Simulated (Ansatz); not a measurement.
## Au(111) with 4 thermally displaced layers, 2x2: scattering by thermal displacements

Aim: the resistivity of Au at 80 K from frozen thermal displacements between perfect leads.

Main program and level: Ansatz 0.2.0; Ansatz plane-wave DFT, PBE, PAW files; ballistic transport by layer matching (Landauer), zero bias; PAW set soft_1.

Report form: the programs' logs are mostly left out.

### Step 1. Set-up

The cell holds 40 atoms: 40 Au. Its edges and angles: a = 5.768 Å, b = 5.768 Å, c = 23.605 Å, α = 93.5°, β = 86.5°, γ = 120.0°. It derives from Au. Regions: lead, 24 atoms (24 Au); scattering region, 16 atoms (16 Au). The structure is stacked along c, and the current runs across the ab planes.

### Step 2. With 4 displaced layers

Each atom of 4 layers is moved at random, by amounts drawn from a normal law 0.0492 Å wide in each direction from the Debye model (165 K) at 80 K. The layers about the cell's end stay perfect and serve as the lead. Disorder leaves little or no symmetry, which makes such runs dear. Energies from -0.05 to 0.05 eV in steps of 0.05 eV are too few for the program's thermal sum, so it prints no conductance; for a metal the transmission near the Fermi level serves, at a fraction of the cost.

Contents of input.yaml:

```yaml
crystal:
  lattice:
    - [5.7675164607, 0.0, 0.0]
    - [-2.8837582304, 4.9948157718, 0.0]
    - [1.4418791152, -0.8324692953, 23.5457873532]
  atoms:
    - { symbol: Au, position: [0.9916666667, 0.0083333333, 0.05] }
    - { symbol: Au, position: [0.9916666667, 0.5083333333, 0.05] }
    - { symbol: Au, position: [0.4916666667, 0.0083333333, 0.05] }
    - { symbol: Au, position: [0.4916666667, 0.5083333333, 0.05] }
    - { symbol: Au, position: [0.1416666667, 0.3583333333, 0.15] }
    - { symbol: Au, position: [0.1416666667, 0.8583333333, 0.15] }
    - { symbol: Au, position: [0.6416666667, 0.3583333333, 0.15] }
    - { symbol: Au, position: [0.6416666667, 0.8583333333, 0.15] }
[... 28 atom lines left out ...]
    - { symbol: Au, position: [0.8416666667, 0.1583333333, 0.95] }
    - { symbol: Au, position: [0.8416666667, 0.6583333333, 0.95] }
    - { symbol: Au, position: [0.3416666667, 0.1583333333, 0.95] }
    - { symbol: Au, position: [0.3416666667, 0.6583333333, 0.95] }
kpoints:
  mp_grid: { grid: [5, 5, 1] }
hamiltonian:
  xc: pbe
  pseudopotentials: { kind: paw, azcp: { folder: soft_1 } }
scf:
  occupations: { method: fermi_dirac, width: 0.1 }
output:
  transmission:
    leads: [[0, 4]]
    kmesh: [10, 10]
    e_range: [-0.05, 0.05]
    de: 0.05
  write_potential: true
  write_density: true
  volumetric_format: npy
  elf: true
```

Command:

```sh
$ ansatz run input.yaml --threads 4 --pin off --max-ram 15360MiB --backend cpu --events-out ev --progress --plain --runs-dir out
```

Wall time 6.6 min (4 threads of Intel Xeon Platinum 8488C (Sapphire Rapids), shared host); peak memory 6.6 GiB.

This step gave:

```yaml
free_energy: -526046.8955 eV
energy_at_zero_smearing: -526046.6551 eV
fermi_energy: 20.73 eV
cell_area: 28.81 Å²
transmission_per_spin_nearest_the_fermi_level: 3.182
open_channels_per_spin_nearest_the_fermi_level: 3.21
step_of_the_lead_s_potential: 3.6 meV
```

Per spin. The transmission, zone mean stays at 3.18 for energy from -0.05 to 0.05 eV.

Per spin. The open channels, zone mean, lead stays at 3.21 for energy from -0.05 to 0.05 eV.

Transmission over k1 and k2. At 0.0000 eV from the Fermi level.

Ten even steps from '_' (2.95) to '@' (3.94):
```
__@@______@@________
____@@____@@________
______@@__@@________
____________________
@@@@%%%%______%%%%@@
____________________
__________@@__@@____
__________@@____@@__
__________@@______@@
@@________@@________
```
Columns: k1 (b1) from -0.5 to 0.4; rows upwards: k2 (b2) from -0.5 to 0.4.

Open channels over k1 and k2. At 0.0000 eV from the Fermi level.

Values, 10 rows by 10 columns:
```
3.00 4.00 3.00 3.00 3.00 4.00 3.00 3.00 3.00 3.00
3.00 3.00 4.00 3.00 3.00 4.00 3.00 3.00 3.00 3.00
3.00 3.00 3.00 4.00 3.00 4.00 3.00 3.00 3.00 3.00
3.00 3.00 3.00 3.00 3.00 3.00 3.00 3.00 3.00 3.00
4.00 4.00 4.00 4.00 3.00 3.00 3.00 4.00 4.00 4.00
3.00 3.00 3.00 3.00 3.00 3.00 3.00 3.00 3.00 3.00
3.00 3.00 3.00 3.00 3.00 4.00 3.00 4.00 3.00 3.00
3.00 3.00 3.00 3.00 3.00 4.00 3.00 3.00 4.00 3.00
3.00 3.00 3.00 3.00 3.00 4.00 3.00 3.00 3.00 4.00
4.00 3.00 3.00 3.00 3.00 4.00 3.00 3.00 3.00 3.00
```
Columns: k1 (b1) from -0.5 to 0.4; rows upwards: k2 (b2) from -0.5 to 0.4.

ELF in the ca plane at fractional y = 0.045, with atoms of Au within 0.2 Å of it. It is the smooth field of the valence electrons, not physical close to the nuclei.

Ten even steps from '0' (0.12) to '9' (0.76), each cell a mean:
```
00000111114698631111000001111246653112443111
11001111114687531111000001111257864211111001
21112332112455421122110011111256764211110001
32113443111222211244321112111135543112322101
32113443210111111355421122210012221124554211
21112332111222111355421122210001111135665311
10001111113555311233321112110012221135665311
00000111124687521111110011111135542123554211
10000111124798531111100011111256764211222101
21011221113576521112110011111256864211110001
32112332112344311234321111111145653111111001
32113443211111111355531112210123432113443101
21112443111111111355531122210001111135665211
11001222112344211244421122210011111135765311
10000111113666521122210111110123321124665211
```
Columns run along c (16.0 Å, from fractional 0.16 to 0.84 of the cell), rows up along a (5.8 Å). Atoms in or near the plane, at fractional coordinates: Au at (0.35, 0.95), Au at (0.35, 0.43).

Valence density in the ca plane at fractional y = 0.045, with atoms of Au within 0.2 Å of it. It is the smooth field of the valence electrons, not physical close to the nuclei.

Values in e/Å³, 8 rows by 16 columns, each cell a mean:
```
 0  0  0  1 10  3  0  0  0  0  0  6  2  0  1  0
 0  1  1  0  2  1  0  0  0  0  0  5  2  0  0  0
 0  1  1  0  0  0  2  2  0  1  0  1  0  2  3  0
 0  0  0  1  4  1  1  1  0  0  0  1  0  3  5  0
 0  0  0  1 10  3  0  0  0  0  0  6  3  0  1  0
 0  1  1  0  3  1  1  1  0  0  0  5  2  0  0  0
 0  1  1  0  0  0  2  3  0  1  0  0  0  2  3  0
 0  0  0  0  4  1  1  1  0  0  0  1  0  3  5  0
```
Columns run along c (16.0 Å, from fractional 0.16 to 0.84 of the cell), rows up along a (5.8 Å). Atoms in or near the plane, at fractional coordinates: Au at (0.35, 0.95), Au at (0.35, 0.43).

Electrostatic potential energy in the ca plane at fractional y = 0.045, with atoms of Au within 0.2 Å of it. With pseudopotentials it is smooth inside the atoms' cores, unlike the true potential.

Ten even steps from '0' (-26 eV) to '9' (23 eV), each cell a mean:
```
99999999984000169999999999999841026997557999
99999999995000169999999999999720004899999999
89998778998422589988999999999830004899999999
68997446899877899755689998899963237998778999
78997446899999999632479987899998789984225899
89998768999878999632479987899999999962002799
99999999997323689865789998899998789972002799
99999999984000279998999999999963247985325899
99999999984000169999999999999830015898778999
89999889996100379988999999999830004899999999
78997657998644799865689999999852025899899999
68987446899988999631379988899986568986557999
78997557999989999621269987899999999973014899
99999888998645799854579988899999999962002799
99999999996100389988899999999986579973113799
```
Columns run along c (16.0 Å, from fractional 0.16 to 0.84 of the cell; values clipped at the 3rd and 97th percentile), rows up along a (5.8 Å). Atoms in or near the plane, at fractional coordinates: Au at (0.35, 0.95), Au at (0.35, 0.43).

Over the solved energies the transmission per spin lies between 3.18 and 3.18, out of 3.21 channels of the lead on average (up to 3.21).

### Step 3. With 8 displaced layers

Each atom of 8 layers is moved at random, by amounts drawn from a normal law 0.0492 Å wide in each direction from the Debye model (165 K) at 80 K. A fresh draw is used; the growth of the resistance with length is what counts.

System of this step: Au(111) with 8 thermally displaced layers, 2x2. The cell holds 56 atoms: 56 Au. Its edges and angles: a = 5.768 Å, b = 5.768 Å, c = 33.006 Å, α = 87.5°, β = 92.5°, γ = 120.0°. It derives from Au. Regions: lead, 24 atoms (24 Au); scattering region, 32 atoms (32 Au). The structure is stacked along c, and the current runs across the ab planes.

Contents of input.yaml:

```yaml
crystal:
  lattice:
    - [5.7675164607, 0.0, 0.0]
    - [-2.8837582304, 4.9948157718, 0.0]
    - [-1.4418791152, 0.8324692953, 32.9641022945]
  atoms:
    - { symbol: Au, position: [0.005952381, 0.994047619, 0.0357142857] }
    - { symbol: Au, position: [0.005952381, 0.494047619, 0.0357142857] }
    - { symbol: Au, position: [0.505952381, 0.994047619, 0.0357142857] }
    - { symbol: Au, position: [0.505952381, 0.494047619, 0.0357142857] }
    - { symbol: Au, position: [0.1845238095, 0.3154761905, 0.1071428571] }
    - { symbol: Au, position: [0.1845238095, 0.8154761905, 0.1071428571] }
    - { symbol: Au, position: [0.6845238095, 0.3154761905, 0.1071428571] }
    - { symbol: Au, position: [0.6845238095, 0.8154761905, 0.1071428571] }
[... 44 atom lines left out ...]
    - { symbol: Au, position: [0.3273809524, 0.1726190476, 0.9642857143] }
    - { symbol: Au, position: [0.3273809524, 0.6726190476, 0.9642857143] }
    - { symbol: Au, position: [0.8273809524, 0.1726190476, 0.9642857143] }
    - { symbol: Au, position: [0.8273809524, 0.6726190476, 0.9642857143] }
kpoints:
  mp_grid: { grid: [5, 5, 1] }
hamiltonian:
  xc: pbe
  pseudopotentials: { kind: paw, azcp: { folder: soft_1 } }
scf:
  occupations: { method: fermi_dirac, width: 0.1 }
output:
  transmission:
    leads: [[0, 4]]
    kmesh: [10, 10]
    e_range: [-0.05, 0.05]
    de: 0.05
  write_potential: true
  write_density: true
  volumetric_format: npy
```

Elapsed: 12 min, on 4 threads; peak memory 8.1 GiB.

This step gave:

- free energy: -736465.3180 eV
- energy at zero smearing: -736464.9855 eV
- transmission per spin nearest the Fermi level: 3.159
- step of the lead's potential: 2.7 meV

Per spin. Transmission, zone mean against energy, zero at the Fermi level:

| energy (eV) | transmission, zone mean |
| --- | --- |
| -0.0500 | 3.15 |
| 0.0000 | 3.16 |
| 0.0500 | 3.16 |

Over the solved energies the transmission per spin lies between 3.15 and 3.16, out of 3.21 channels of the lead on average (up to 3.21).

### Step 4. With 12 displaced layers

Each atom of 12 layers is moved at random, by amounts drawn from a normal law 0.0492 Å wide in each direction from the Debye model (165 K) at 80 K. A fresh draw is used; the growth of the resistance with length is what counts.

System of this step: Au(111) with 12 thermally displaced layers, 2x2. The cell holds 72 atoms: 72 Au. Cell: a = 5.768 Å, b = 5.768 Å, c = 42.382 Å, α = 90.0°, β = 90.0°, γ = 120.0°. It derives from Au. Regions: lead, 24 atoms (24 Au); scattering region, 48 atoms (48 Au). The structure is stacked along c, and the current runs across the ab planes.

Contents of input.yaml:

```yaml
crystal:
  lattice:
    - [5.7675164607, 0.0, 0.0]
    - [-2.8837582304, 4.9948157718, 0.0]
    - [0.0, 0.0, 42.3824172358]
  atoms:
    - { symbol: Au, position: [0.0, 0.0, 0.0277777778] }
    - { symbol: Au, position: [0.0, 0.5, 0.0277777778] }
    - { symbol: Au, position: [0.5, 0.0, 0.0277777778] }
    - { symbol: Au, position: [0.5, 0.5, 0.0277777778] }
    - { symbol: Au, position: [0.1666666667, 0.3333333333, 0.0833333333] }
    - { symbol: Au, position: [0.1666666667, 0.8333333333, 0.0833333333] }
    - { symbol: Au, position: [0.6666666667, 0.3333333333, 0.0833333333] }
    - { symbol: Au, position: [0.6666666667, 0.8333333333, 0.0833333333] }
[... 60 atom lines left out ...]
    - { symbol: Au, position: [0.3333333333, 0.1666666667, 0.9722222222] }
    - { symbol: Au, position: [0.3333333333, 0.6666666667, 0.9722222222] }
    - { symbol: Au, position: [0.8333333333, 0.1666666667, 0.9722222222] }
    - { symbol: Au, position: [0.8333333333, 0.6666666667, 0.9722222222] }
kpoints:
  mp_grid: { grid: [5, 5, 1] }
hamiltonian:
  xc: pbe
  pseudopotentials: { kind: paw, azcp: { folder: soft_1 } }
scf:
  occupations: { method: fermi_dirac, width: 0.1 }
output:
  transmission:
    leads: [[0, 4]]
    kmesh: [10, 10]
    e_range: [-0.05, 0.05]
    de: 0.05
  write_potential: true
  write_density: true
  volumetric_format: npy
```

The job ended after 18 min (4 threads; peak memory 9.9 GiB; 70 min of CPU time).

Numbers from this step:

```yaml
free_energy: -946883.6094 eV
energy_at_zero_smearing: -946883.2099 eV
fermi_energy: 20.71 eV
transmission_per_spin_nearest_the_fermi_level: 3.091
step_of_the_lead_s_potential: 3.8 meV
```

Per spin. Table of transmission, zone mean by energy, zero at the Fermi level:

| energy (eV) | transmission, zone mean |
| --- | --- |
| -0.0500 | 3.08 |
| 0.0000 | 3.09 |
| 0.0500 | 3.08 |

Over the solved energies the transmission per spin lies between 3.08 and 3.09, out of 3.21 channels of the lead on average (up to 3.21).

### Step 5. Resistance against length

This step: Ansatz plane-wave DFT, PBE, PAW files; ballistic transport by layer matching (Landauer), zero bias; resistivity from the slope of the area resistance; PAW set soft_1 (Ansatz 0.2.0).

This step gave:

```yaml
resistivity: 1.897 µΩ cm
intercept: -0.01025 fΩ m²
scatter_about_the_fit: 0.004114 fΩ m²
```

Resistance, by row:

| run | length (Å) | T | channels N | RA (fΩ m²) |
| --- | --- | --- | --- | --- |
| n4 | 9.418 | 3.181 | 3.21 | 0.01052 |
| n8 | 18.84 | 3.156 | 3.21 | 0.01966 |
| n12 | 28.25 | 3.087 | 3.21 | 0.04625 |

Table of area resistance by length of the displaced region:

| length of the displaced region (Å) | area resistance (fΩ m²) |
| --- | --- |
| 9.42 | 0.0105 |
| 18.84 | 0.0197 |
| 28.25 | 0.0463 |

The area resistance goes from 0.011 to 0.046 fΩ m² between 9.4 and 28.3 Å, a slope of 1.9 µΩ cm.

By hand from the end points: (0.04625 − 0.01052) fΩ m² / (28.25 − 9.42) Å = 1.9 µΩ cm, since 1 fΩ m² per Å is 1000 µΩ cm.

### Step 6. What came out

```
resistivity from the slope  : 1.90 µΩ cm
area resistance over 9.42 Å : 0.0105 fΩ m²
area resistance over 18.8 Å : 0.0197 fΩ m²
area resistance over 28.3 Å : 0.0463 fΩ m²
```

**Reading.** The slope gives 1.9 µΩ cm. The points scatter by 0.0041 fΩ m² about the line, with one random draw a length in a 2x2 cell, so the slope is a rough value. The mean square of the displacements drawn is 0.78, 0.91 and 1.0 of the nominal one at the three lengths; with each resistance scaled back by that, the slope is 1.7 µΩ cm, the value used below. Read with a model of isotropic scattering on a spherical Fermi surface and the lead's 0.86×10¹⁵ S/m², this slope means a mean free path near 647 Å; over these lengths the model's slope is 1.25 times its bulk resistivity, which would be 1.3 µΩ cm. Uncorrelated displacements put too much weight on short waves, which scatter strongly; with the sideways repeat of a small cell, one draw and three short lengths, the method is good to a factor of two or three. The measured value is 0.481 µΩ cm (CRC Handbook of Chemistry and Physics, 84th ed., 2003, Electrical Resistivity of Pure Metals); the scaled slope is 3.5 times that and the corrected value 2.8: clearly high. Spin-orbit coupling is left out, which matters for Au.

[Logs are printed without paths, hosts, clocks, repeated set-up lines and the standing remarks that a program may print on its own settings, such as how far it seeks lower states.]

[Hosts, paths, dates, database ids (printed as entryN), source tags and the programs' standing remarks are cut or masked in the printed files.]
